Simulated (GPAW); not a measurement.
# Al3InN4 (ordered alloy, started on the zincblende lattice) (I-42m): one start, several treatments of the self-energy

Wanted: the gap of Al3InN4 (ordered alloy, started on the zincblende lattice) (I-42m) under several approximations, with cost.

Program: GPAW 26.7.0. Level of theory: PBE and many-body steps on it, plane waves. Results are calculated unless marked as measured.

Most raw output is cut from this account.

The structure was built from a prototype and need not be the compound's stable phase.

## Step 1: Starting point

The structure is tetragonal, space group I-42m (No. 121). Conventional cell: a = 4.548 Å, b = 4.548 Å, c = 9.063 Å, α = 90.00°, β = 90.00°, γ = 90.00°. Al has 4 N at 1.92 Å nearest. Nearest to N lie 3 Al at 1.90 to 1.92 Å and 1 In at 2.14 Å. Nearest to Al lie 4 N at 1.90 Å. Nearest to In lie 4 N at 2.14 Å. Farther neighbours and most contacts between anions are not listed.

Coordinates:

```cif
data_structure
_symmetry_space_group_name_H-M 'I-42m'
_symmetry_Int_Tables_number 121
_cell_length_a 4.5482
_cell_length_b 4.5482
_cell_length_c 9.0625
_cell_angle_alpha 90.000
_cell_angle_beta 90.000
_cell_angle_gamma 90.000
_cell_volume 187.47
loop_
_atom_site_label
_atom_site_type_symbol
_atom_site_symmetry_multiplicity
_atom_site_Wyckoff_symbol
_atom_site_fract_x
_atom_site_fract_y
_atom_site_fract_z
_atom_site_occupancy
Al1 Al 4 d 0.00000 0.50000 0.25000 1
N1 N 8 i 0.22661 0.77339 0.36508 1
Al2 Al 2 b 0.50000 0.50000 0.00000 1
In1 In 2 a 0.00000 0.00000 0.00000 1
```

The structure was relaxed with PBE. The structure type comes from a generator and need not be one that this composition takes. The runs that relaxed it are not among those shown.

## Step 2: Empty states on the mesh, 4×4×4 mesh, 162 bands

This step: GPAW 26.7.0; DFT, PBE, plane waves, PAW.

The sums over transitions need many empty states on a uniform mesh; this step solves for them.

run.py reads:

```python
import json
import numpy as np
from gpaw.mpi import world
from gpaw import GPAW

calc = GPAW('gs.gpw').fixed_density(kpts={'size': (4, 4, 4), 'gamma': True},
    nbands=189,
    convergence={'bands': 162},
    txt='nscf.txt')
calc.write('full.gpw', mode='all')
res = {}
kpts = calc.get_ibz_k_points()
res['kpts'] = kpts
res['eigenvalues'] = [calc.get_eigenvalues(kpt=k) for k in range(len(kpts))]
res['n_electrons'] = calc.get_number_of_electrons()

if world.rank == 0:
    with open('result.json', 'w') as f:
        json.dump(res, f, default=lambda x: x.tolist())
```

The run is started by

```sh
$ mpirun -n 8 gpaw python run.py
```

The job ended after 52 s (8 MPI ranks of Arm Neoverse V1, shared host; peak memory 2.1 GiB; 7 min of CPU time).

Numbers from this step:

- gap: 2.399 eV
- k of the valence top: 0, 0, 0
- k of the conduction bottom: 0, 0, 0
- least direct gap: 2.399 eV
- k points computed: 13
- lowest point of the top converged band, above the valence top: 65.0723 eV

On this mesh the gap is 2.399 eV.

## Step 3: G0W0, Godby-Needs plasmon pole

G0W0 replaces the xc potential by the self-energy, built once from these orbitals. Only a window of levels is corrected, while the sums run over the empty bands that the input names.

This step: G0W0 on PBE, plane waves, PAW.

run.py reads:

```python
import json
import numpy as np
from gpaw.mpi import world
from gpaw.response.g0w0 import G0W0

gw = G0W0('full.gpw',
    filename='gw',
    kpts=[0],
    bands=(19, 23),
    ecut=48,
    nbands=70,
    integrate_gamma='WS',
    ppa=True)
gw.calculate()
res = {mode: {k: v for k, v in r.items() if k != 'sigma_eskwn'}
       for mode, r in gw.all_results.items()}

if world.rank == 0:
    with open('result.json', 'w') as f:
        json.dump(res, f, default=lambda x: x.tolist())
```

The run is started by

```sh
$ mpirun -n 8 gpaw python run.py
```

Wall time 33 s (8 MPI ranks); peak memory 3.5 GiB; 4.4 min of CPU time.

This step gave:

```
G0W0 gap on the points computed              : 3.381 eV
least direct G0W0 gap on the computed points : 3.381 eV
Z at the valence top                         : 0.7946
Z at the conduction bottom                   : 0.8250
starting gap on the mesh                     : 2.399 eV
k of the valence top                         : 0, 0, 0
k of the conduction bottom                   : 0, 0, 0
```

The gap on the mesh goes from 2.40 eV to 3.38 eV, a correction of +0.98 eV.

## Step 4: One-shot HSE06

This step: one-shot HSE06 levels on PBE orbitals, plane waves, PAW.

run.py reads:

```python
import json
import numpy as np
from gpaw.mpi import world
from gpaw.hybrids.eigenvalues import non_self_consistent_eigenvalues

dft, vxc, vxc_hyb = non_self_consistent_eigenvalues('full.gpw', 'HSE06', 19, 23, kpt_indices=[0])
res = {'dft': dft[0], 'hybrid': (dft - vxc + vxc_hyb)[0]}
if world.rank == 0:
    with open('hybrid.txt', 'w') as f:
        for k, e0, e1 in zip([0], res['dft'], res['hybrid']):
            print(k, ' '.join(f'{x:9.4f}' for x in e0), '|', ' '.join(f'{x:9.4f}' for x in e1), file=f)

if world.rank == 0:
    with open('result.json', 'w') as f:
        json.dump(res, f, default=lambda x: x.tolist())
```

The run is started by

```sh
$ mpirun -n 8 gpaw python run.py
```

It took 4.2 s on 8 MPI ranks; peak memory 1.7 GiB.

Numbers from this step:

```yaml
starting_gap_on_the_mesh: 2.399 eV
hybrid_gap_on_the_mesh: 3.618 eV
least_direct_hybrid_gap_on_the_computed_points: 3.618 eV
```

## Step 5: G0W0, extrapolated in the cutoff

This step: G0W0 on PBE, plane waves, PAW.

run.py reads:

```python
import json
import numpy as np
from gpaw.mpi import world
from gpaw.response.g0w0 import G0W0

gw = G0W0('full.gpw',
    filename='gw',
    kpts=[0],
    bands=(19, 23),
    ecut=80.0,
    integrate_gamma='WS',
    ppa=True,
    ecut_extrapolation=True)
gw.calculate()
res = {mode: {k: v for k, v in r.items() if k != 'sigma_eskwn'}
       for mode, r in gw.all_results.items()}

if world.rank == 0:
    with open('result.json', 'w') as f:
        json.dump(res, f, default=lambda x: x.tolist())
```

The run is started by

```sh
$ mpirun -n 8 gpaw python run.py
```

Wall time 1.9 min (8 MPI ranks); peak memory 3.5 GiB.

This step gave:

| Quantity | Value |
| --- | --- |
| quasiparticle gap on the points computed | 3.716 eV |
| least direct quasiparticle gap on the computed points | 3.716 eV |
| Z at the valence top | 0.7828 |
| Z at the conduction bottom | 0.8105 |
| starting gap on the mesh | 2.399 eV |
| k of the valence top | 0, 0, 0 |
| k of the conduction bottom | 0, 0, 0 |
| gaps at the cutoffs of the extrapolation | 3.458, 3.485, 3.510 eV |

Against G0W0 in GPAW (4×4×4 mesh, 70 bands, screening to 48 eV, Godby-Needs plasmon pole), the gap moves by +0.335 eV.

## Step 6: One-shot Hartree-Fock

This step: one-shot Hartree-Fock levels on PBE orbitals, plane waves, PAW.

run.py reads:

```python
import json
import numpy as np
from gpaw.mpi import world
from gpaw.hybrids.eigenvalues import non_self_consistent_eigenvalues

dft, vxc, vxc_hyb = non_self_consistent_eigenvalues('full.gpw', 'EXX', 19, 23, kpt_indices=[0])
res = {'dft': dft[0], 'hybrid': (dft - vxc + vxc_hyb)[0]}
if world.rank == 0:
    with open('hybrid.txt', 'w') as f:
        for k, e0, e1 in zip([0], res['dft'], res['hybrid']):
            print(k, ' '.join(f'{x:9.4f}' for x in e0), '|', ' '.join(f'{x:9.4f}' for x in e1), file=f)

if world.rank == 0:
    with open('result.json', 'w') as f:
        json.dump(res, f, default=lambda x: x.tolist())
```

The run is started by

```sh
$ mpirun -n 8 gpaw python run.py
```

It took 3.8 s on 8 MPI ranks; peak memory 0.96 GiB.

Numbers from this step:

* starting gap on the mesh: 2.399 eV
* hybrid gap on the mesh: 10.13 eV
* least direct hybrid gap on the computed points: 10.13 eV

## Step 7: G0W0, full frequency, Hilbert transform

This step: G0W0 on PBE, plane waves, PAW.

run.py reads:

```python
import json
import numpy as np
from gpaw.mpi import world
from gpaw.response.g0w0 import G0W0

gw = G0W0('full.gpw',
    filename='gw',
    kpts=[0],
    bands=(19, 23),
    ecut=48,
    nbands=70,
    integrate_gamma='WS',
    frequencies={'type': 'nonlinear', 'domega0': 0.1, 'omega2': 15.0},
    eta=0.1,
    nblocksmax=True)
gw.calculate()
res = {mode: {k: v for k, v in r.items() if k != 'sigma_eskwn'}
       for mode, r in gw.all_results.items()}

if world.rank == 0:
    with open('result.json', 'w') as f:
        json.dump(res, f, default=lambda x: x.tolist())
```

The run is started by

```sh
$ mpirun -n 8 gpaw python run.py
```

Run time: 50 s. Hardware: 8 MPI ranks; peak memory 3 GiB; 6.7 min of CPU time.

Numbers from this step:

* G0W0 gap on the points computed: 3.397 eV
* least direct G0W0 gap on the computed points: 3.397 eV
* starting gap on the mesh: 2.399 eV
* k of the valence top: 0, 0, 0
* k of the conduction bottom: 0, 0, 0

Against G0W0 in GPAW (4×4×4 mesh, 70 bands, screening to 48 eV, Godby-Needs plasmon pole), the gap moves by +0.015 eV.

## Step 8: The runs together

Times are wall times on 8 MPI ranks of Arm Neoverse V1, shared host, good to a factor of about two.

```tsv
run	mesh	bands	screening cutoff (eV)	DFT gap (eV)	gap on the mesh (eV)	direct (eV)	time
G0W0, Godby-Needs plasmon pole	4×4×4	70	48	2.399	3.381	3.381	33 s
one-shot HSE06	4×4×4	-	-	2.399	3.618	3.618	4.2 s
G0W0, extrapolated in the cutoff	4×4×4	-	80	2.399	3.716	3.716	1.9 min
one-shot Hartree-Fock	4×4×4	-	-	2.399	10.126	10.126	3.8 s
G0W0, full frequency, Hilbert transform	4×4×4	70	48	2.399	3.397	3.397	50 s
```

## Step 9: Summary of results

```yaml
g0w0_godby_needs_plasmon_pole: 3.381 eV
one_shot_hse06: 3.618 eV
g0w0_extrapolated_in_the_cutoff: 3.716 eV
one_shot_hartree_fock: 10.126 eV
g0w0_full_frequency_hilbert_transform: 3.397 eV
known_limits: not at the basis limit; no spin-orbit coupling
```

What this shows: One-shot HSE06: +0.236 eV against G0W0, Godby-Needs plasmon pole. G0W0, extrapolated in the cutoff: +0.335 eV against G0W0, Godby-Needs plasmon pole, at other bands or cutoff, so not like for like. One-shot Hartree-Fock: +6.744 eV against G0W0, Godby-Needs plasmon pole. G0W0, full frequency, Hilbert transform: +0.015 eV against G0W0, Godby-Needs plasmon pole. Bare exchange alone opens the gap to 10.13 eV; against G0W0, correlation takes back 6.74 eV. One-shot hybrid levels are evaluated on the PBE orbitals. Bands and cutoff are finite, so the gap is not at the basis limit. The miss can reach some tenths of an eV and take either sign; the mesh is an error of its own. These stock PAW sets were not made for GW. In the G0W0 runs levels were corrected at 1 k point alone, so a gap called «on the mesh» is the least over those, and an edge elsewhere would be missed. The many-body steps are scalar-relativistic: spin-orbit coupling is not in them.

[Paths, hosts, dates, memory and timing lines, banners, echoed tables and standing remarks are left out of the program output.]

[Logs are printed without paths, hosts, clocks, repeated set-up lines and the standing remarks that a program may print on its own settings, such as how far it seeks lower states.]

[Runs of the session that timed out or met a known fault of the program may be left out.]

[Hosts, paths, dates, database ids (printed as entryN), source tags and the programs' standing remarks are cut or masked in the printed files.]
